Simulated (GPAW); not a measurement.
**Quasiparticle gap of As (buckled honeycomb monolayer) in GPAW**

How does a plane-wave GW calculation on As (buckled honeycomb monolayer) run from the first input to the gap?

Method: LDA and many-body steps on it, plane waves, in GPAW 26.7.0.

### Step 1. The starting structure

The cell holds 2 atoms: 2 As. Its edges and angles: a = 3.448 Å, b = 3.448 Å, c = 12.300 Å, α = 90.0°, β = 90.0°, γ = 120.0°. Vacuum lies along c.

The start is a generated structure, not a measured one.

### Step 2. Relaxation

This step: GPAW 26.7.0; DFT, LDA, plane waves, PAW.

Gaps follow bond lengths, so the structure is brought to rest first.

The input, run.py:

```python
import json
import numpy as np
from gpaw.mpi import world
from ase import Atoms
from ase.constraints import FixSymmetry
from ase.filters import FrechetCellFilter
from ase.optimize import BFGS
from gpaw import GPAW, PW, FermiDirac

atoms = Atoms(['As', 'As'],
    cell=[[3.4478941000, 0.0000000000, 0.0000000000],
      [-1.7239470500, 2.9859638802, 0.0000000000],
      [0.0000000000, 0.0000000000, 12.3000000000]],
    scaled_positions=[[0.3333333333, 0.6666666667, 0.4468365081],
      [0.6666666667, 0.3333333333, 0.5531634919]],
    pbc=(True, True, False))
atoms.set_constraint(FixSymmetry(atoms))
atoms.calc = GPAW(mode=PW(550),
    xc='LDA',
    kpts={'size': (9, 9, 1), 'gamma': True},
    occupations=FermiDirac(0.02),
    convergence={'density': 1e-5},
    txt='relax.txt')
steps = []
opt = BFGS(FrechetCellFilter(atoms, mask=[1, 1, 0, 0, 0, 1]), logfile='bfgs.log')
opt.attach(lambda: steps.append([atoms.get_potential_energy(), atoms.cell[:], atoms.positions.copy(), atoms.get_forces()]))
converged = opt.run(fmax=0.03, steps=50)
res = {'converged': bool(converged), 'steps': steps, 'cell': atoms.cell[:], 'frac': atoms.get_scaled_positions()}

if world.rank == 0:
    with open('result.json', 'w') as f:
        json.dump(res, f, default=lambda x: x.tolist())
```

Command:

```sh
$ mpirun -n 4 gpaw python run.py
```

Numbers of over 12 decimals in the logs are rounded to 6 here.

Output:

```text
Step     Time          Energy          fmax
BFGS:    0       -10.364210        1.535379
BFGS:    1       -10.432419        0.723862
BFGS:    2       -10.456648        0.142166
BFGS:    3       -10.457321        0.087754
BFGS:    4       -10.457858        0.075290
BFGS:    5       -10.458226        0.048813
BFGS:    6       -10.458315        0.013317
```

The job ended after 15 s (4 MPI ranks of Arm Neoverse V1, shared host; peak memory 0.79 GiB).

The steps of the relaxation:

```
step  energy less that of the first step (eV)  largest force (eV/Å)
   1                                   0.0000                1.5354
   2                                  -0.0682                0.7239
   3                                  -0.0924                0.0087
   4                                  -0.0931                0.0554
   5                                  -0.0936                0.0753
   6                                  -0.0940                0.0488
   7                                  -0.0941                0.0133
```

The atoms that moved most (Å):

```
atom     dx     dy      dz  length
 As1  0.000  0.000  -0.040   0.040
 As2  0.000  0.000   0.040   0.040
```

Final coordinates:

```cif
data_structure
_symmetry_space_group_name_H-M 'P 1'
_symmetry_Int_Tables_number 1
_cell_length_a 3.5171
_cell_length_b 3.5171
_cell_length_c 12.3000
_cell_angle_alpha 90.000
_cell_angle_beta 90.000
_cell_angle_gamma 120.000
_cell_volume 131.77
loop_
_atom_site_label
_atom_site_type_symbol
_atom_site_fract_x
_atom_site_fract_y
_atom_site_fract_z
_atom_site_occupancy
As1 As 0.33333 0.66667 0.44357 1
As2 As 0.66667 0.33333 0.55643 1
```

### Step 3. Ground state

The ground-state density comes first.

The input, run.py:

```python
import json
import numpy as np
from gpaw.mpi import world
from ase import Atoms
from gpaw import GPAW, PW, FermiDirac

atoms = Atoms(['As', 'As'],
    cell=[[3.5171053039, 0.0000000000, 0.0000000000],
      [-1.7585526520, 3.0459025410, 0.0000000000],
      [0.0000000000, 0.0000000000, 12.3000000000]],
    scaled_positions=[[0.3333333333, 0.6666666667, 0.4435662702],
      [0.6666666667, 0.3333333333, 0.5564337298]],
    pbc=(True, True, False))
calc = GPAW(mode=PW(450),
    xc='LDA',
    kpts={'size': (12, 12, 1), 'gamma': True},
    occupations=FermiDirac(0.001),
    nbands=-7,
    convergence={'density': 1e-6, 'bands': -3},
    maxiter=100,
    txt='gs.txt')
atoms.calc = calc
res = {'energy': atoms.get_potential_energy()}
kpts = calc.get_ibz_k_points()
res['kpts'] = kpts
res['eigenvalues'] = [calc.get_eigenvalues(kpt=k) for k in range(len(kpts))]
res['n_electrons'] = calc.get_number_of_electrons()
calc.write('gs.gpw')

if world.rank == 0:
    with open('result.json', 'w') as f:
        json.dump(res, f, default=lambda x: x.tolist())
```

Command:

```sh
$ mpirun -n 4 gpaw python run.py
```

Output:

```text
__  _  _
 | _ |_)|_||  |
 |__||  | ||/\| - 26.7.0

Input parameters:
  mode=PW(ecut=450.000000),
  convergence={'density': 1e-06, 'bands': -3},
  kpts=MonkhorstPack(size=(12, 12, 1), gamma=True),
  maxiter=100,
  nbands=-7,
  occupations=Occupations(name='fermi-dirac', width=0.001, fixmagmom=False),
  xc=XC(name='LDA')
  [... matrices ...]
Diagonalizing LCAO Hamiltonian
Converting LCAO to pw mode

           As

        As

Atoms  # Å, Bohr magnetons
|   | symbol |         x |        y |        z |    initial magnetic moments |
| 0 |     As | -0.000000 | 2.030602 | 5.455865 | ( 0.0000,  0.0000,  0.0000) |
| 1 |     As |  1.758553 | 1.015301 | 6.844135 | ( 0.0000,  0.0000,  0.0000) |

Unit cell  # Å
| periodic |         x |        y |         z |   lengths |     angles |
|      yes |  3.517105 | 0.000000 |  0.000000 |  3.517105 |  90.000000 |
|      yes | -1.758553 | 3.045903 |  0.000000 |  3.517105 |  90.000000 |
|       no |  0.000000 | 0.000000 | 12.300000 | 12.300000 | 120.000000 |

Number of symmetries: 12
Symmetry operations  # r_c * U_cc + t_c -> r_c
|    | kind |            matrix            |
|  0 |  σ   |  1, 1, 0,  0,-1, 0,  0, 0, 1 |
|  1 |  S6  |  1, 1, 0, -1, 0, 0,  0, 0,-1 |
|  2 |  E   |  1, 0, 0,  0, 1, 0,  0, 0, 1 |
|  3 |  C2  |  1, 0, 0, -1,-1, 0,  0, 0,-1 |
|  4 |  C2  |  0, 1, 0,  1, 0, 0,  0, 0,-1 |
|  5 |  C3  |  0, 1, 0, -1,-1, 0,  0, 0, 1 |
|  6 |  S6  |  0,-1, 0,  1, 1, 0,  0, 0,-1 |
|  7 |  σ   |  0,-1, 0, -1, 0, 0,  0, 0, 1 |
|  8 |  σ   | -1, 0, 0,  1, 1, 0,  0, 0, 1 |
|  9 |  i   | -1, 0, 0,  0,-1, 0,  0, 0,-1 |
| 10 |  C3  | -1,-1, 0,  1, 0, 0,  0, 0, 1 |
| 11 |  C2  | -1,-1, 0,  0, 1, 0,  0, 0,-1 |

BZ-sampling:
  Number of BZ points: 144
  Number of IBZ points: 19

  Monkhorst-Pack size: [12, 12, 1]
  Monkhorst-Pack shift: [0.041667, 0.041667, 0.0]

K-points  # in reciprocal-cell coordinates
|     |                                coordinates |     weight |
|   0 | ( -0.00000000,  -0.00000000,   0.00000000) | 0.00694444 |
|   1 | (  0.08333333,  -0.00000000,   0.00000000) | 0.04166667 |
|   2 | (  0.16666667,  -0.08333333,   0.00000000) | 0.04166667 |
|   3 | (  0.16666667,  -0.00000000,   0.00000000) | 0.04166667 |
|   4 | (  0.25000000,  -0.08333333,   0.00000000) | 0.08333333 |
|   5 | (  0.25000000,  -0.00000000,   0.00000000) | 0.04166667 |
|   6 | (  0.33333333,  -0.16666667,   0.00000000) | 0.04166667 |
|   7 | (  0.33333333,  -0.08333333,   0.00000000) | 0.08333333 |
|   8 | (  0.33333333,  -0.00000000,   0.00000000) | 0.04166667 |
|   9 | (  0.33333333,   0.33333333,   0.00000000) | 0.01388889 |
| ... |                                            |            |
|  18 | (  0.50000000,   0.50000000,   0.00000000) | 0.02083333 |

Plane wave coefficients: 2886
Cutoff: 450.000000 eV

Spin-components: 1 (collinear spins)
Bands:           12
Projectors:      10
Spin-degeneracy: 2
Datatype:        complex128

  Storage: CPU
  Wave functions: 10_225_344 bytes (2_556_336 per core)
  Projectors: 13_633_792 bytes (3_408_448 per core)
  [... matrices ...]
Parallelization:
  kpt:    4
  domain: 1
  band:   1

Density:
  Valence electrons: 10.0
  Components: 1
  Grid points: [18 18 63]
  Charge: 0.0  # |e|

Potential:
  Grid points: [18 18 63]

species:
  As:
    name:    Arsenic
    Z:       33.0
    valence: 5
    core:    28
    charge:  0.0  # [|e|]
    compensation charges:
      type: gauss
      rc: 0.33  # [Å]
      lmax: 2
    cutoffs:
      filter: 1.87  # [Å]
      core: 2.96  # [Å]
    projectors
    | kind |    occ | energy [eV] | rcut [Å] |
    |   4s |  2.000 |     -14.691 |    1.058 |
    |   4p |  3.000 |      -5.342 |    1.058 |
    |    s |        |      12.520 |    1.058 |
    |    p |        |      21.869 |    1.058 |
    |    d |        |       0.000 |    1.058 |

    Using partial waves for As as LCAO basis

Reference energy: -122839.815648  # eV

eigensolver:
  PPCG
  Converge bands: -3
  niter=2

density mixing:
  MSR1-Mixer
  Pratt-step length: 0.05
  Maximum mixing coefficient: 0.75
  Old densities: 10
  SVD Regularization: 0.005
  Good broyden scale: 1.0
  Trust region scale: 1.0
  Backstep threshold: 4.0
  History deletion threshold: 6.0
  Fourier metric: weight=20.0, sigma=0.015

occupation numbers:
  Fermi-Dirac:
    width: 0.0010  # eV

poisson solver:
  ecut: 3600.000000  # eV

xc functional:
  name: None

Initialization done in: 0.743 s

convergence criteria:
- Maximum integral of absolute [dens]ity change: 1e-06 electrons / valence electron
- Maximum [total energy] change in last 3 cyles: 0.0005 eV / valence electron
- Maximum integral of absolute [eigenst]ate change: 4e-08 eV^2 / valence electron
maximum number of iterations: 100

SCF iterations
|iter     |     time |      energy | eigst |  dens |
|iter:   1|  |  -10.532839 | +1.06 |       |
|iter:   2|  |  -10.528809 | -0.16 | -1.06 |
|iter:   3|  |  -10.463586 | -1.29 | -1.09 |
|iter:   4|  |  -10.460408 | -2.40 | -1.67 |
|iter:   5|  |  -10.460307c| -3.22 | -2.43 |
|iter:   6|  |  -10.460310c| -4.25 | -3.18 |
|iter:   7|  |  -10.460311c| -5.01 | -3.66 |
|iter:   8|  |  -10.460311c| -5.94 | -4.77 |
|iter:   9|  |  -10.460311c| -6.93 | -5.52 |
|iter:  10|  |  -10.460311c| -7.77c| -6.09c|

Converged in 10 steps
SCF loop duration: 3.131 s (0.313 s/step)
Energy contributions relative to reference atoms: (reference = -122839.815648)
  [... matrices ...]
Energy contributions:
  Kinetic:          20.928210
  Coulomb:         -20.688463
  Zero:             -0.011180
  External:          0.000000
  Xc:              -10.688877
  Entropy:          -0.000000
  Spinorbit:         0.000000
  ----------------------------
  Free energy:     -10.460311
  Extrapolated:    -10.460311

dipole moment: (-0.000004, -0.000007, -0.000029)  # |e|*Ang

Fermi level: -0.841
Eigenvalues  # (at kpt = [-0.000, -0.000, 0.000])
| band index |      eig [eV] | occ [0-2] |
|          0 |       -15.841 |     2.000 |
|          1 |        -9.225 |     2.000 |
|          2 |        -2.625 |     2.000 |
|          3 |        -1.766 |     2.000 |
|          4 |        -1.766 |     2.000 |
|          5 |         0.320 |     0.000 |
|          6 |         1.808 |     0.000 |
|          7 |         1.808 |     0.000 |
|          8 |         3.257 |     0.000 |
|          9 |         3.349 |     0.000 |
|         10 |         5.900 |     0.000 |
|         11 |         7.561 |     0.000 |

Gap: 1.413 eV
Transition (v -> c):
  (s=0, k=0, n=4, [-0.00, -0.00, 0.00]) -> (s=0, k=8, n=5, [0.33, -0.00, 0.00])
Direct/indirect transitions are different
Direct gap: 2.086 eV
Transition at: (s=0, k=0, n=4, [-0.00, -0.00, 0.00])
vacuum-level: 3.696  # V
# Writing to gs.gpw (mode='')
  [... matrices ...]
```

The job ended after 5.8 s (4 MPI ranks; peak memory 0.63 GiB; 23 s of CPU time).

Numbers from this step:

| Property | Result |
| --- | --- |
| total energy | -10.46 eV |
| gap | 1.413 eV |
| k of the valence top | 0, 0, 0 |
| k of the conduction bottom | 0.3333, 0, 0 |
| least direct gap | 2.086 eV |

The gap is indirect, with the least direct gap 0.67 eV higher.

### Step 4. Empty states on the mesh, 12×12×1 mesh, 309 bands

The sums over transitions need many empty states on a uniform mesh; this step solves for them.

The input, run.py:

```python
import json
import numpy as np
from gpaw.mpi import world
from gpaw import GPAW

calc = GPAW('gs.gpw').fixed_density(kpts={'size': (12, 12, 1), 'gamma': True},
    parallel={'domain': 1, 'band': 1},
    txt='nscf.txt')
calc.diagonalize_full_hamiltonian(nbands=309)
calc.write('full.gpw', mode='all')
res = {}
kpts = calc.get_ibz_k_points()
res['kpts'] = kpts
res['eigenvalues'] = [calc.get_eigenvalues(kpt=k) for k in range(len(kpts))]
res['n_electrons'] = calc.get_number_of_electrons()

if world.rank == 0:
    with open('result.json', 'w') as f:
        json.dump(res, f, default=lambda x: x.tolist())
```

Command:

```sh
$ mpirun -n 4 gpaw python run.py
```

Output:

```text
Diagonalizing LCAO Hamiltonian
Converting LCAO to pw mode
convergence criteria:
- Maximum integral of absolute [eigenst]ate change: 4e-08 eV^2 / valence electron
maximum number of iterations: 100

SCF iterations
|iter     |     time |      energy | eigst |  dens |
|iter:   1|  |             | +1.04 |       |
|iter:   2|  |             | -0.08 |       |
|iter:   3|  |             | -1.41 |       |
[...]
|iter:   8|  |             | -5.58 |       |
|iter:   9|  |             | -6.60 |       |
|iter:  10|  |             | -7.43c|       |
SCF steps: 10
  __  _  _
 | _ |_)|_||  |
 |__||  | ||/\| - 26.7.0

Input parameters:
  mode=PW(ecut=450.000000),
  convergence={'density': 1e-06, 'bands': -3},
  gpts=array([18, 18, 63]),
  kpts=MonkhorstPack(size=(12, 12, 1), gamma=True),
  maxiter=100,
  nbands=12,
  occupations=Occupations(name='fermi-dirac', width=0.001, fixmagmom=False),
  parallel={'domain': 1, 'band': 1},
  xc=XC(name='LDA')
Matrix size: 2851x2851
# Writing to full.gpw (mode='all')
  [... matrices ...]

timing:  # [seconds]
  Total: 138.200  # ━━━━━━━━━━━━━━━━━━━━━━━━━━━━━━━━━━━━━━━━━━━━━━━━━━━━━━━━━
```

Wall time 2.4 min (4 MPI ranks); peak memory 3.3 GiB; 9.5 min of CPU time.

This step gave:

```yaml
gap: 1.413 eV
k_of_the_valence_top: 0, 0, 0
k_of_the_conduction_bottom: 0.3333, 0, 0
least_direct_gap: 2.086 eV
k_points_computed: 19
lowest_point_of_the_top_converged_band_above_the_valence_top: 99.2372 eV
```

On this mesh the gap is 1.413 eV.

(Continued in part 2 of 2.)

[Paths, hosts, dates, memory and timing lines, banners, echoed tables and standing remarks are left out of the program output.]

[Logs are printed without paths, hosts, clocks, repeated set-up lines and the standing remarks that a program may print on its own settings, such as how far it seeks lower states.]

[Runs of the session that timed out or met a known fault of the program may be left out.]

[Hosts, paths, dates, database ids (printed as entryN), source tags and the programs' standing remarks are cut or masked in the printed files.]
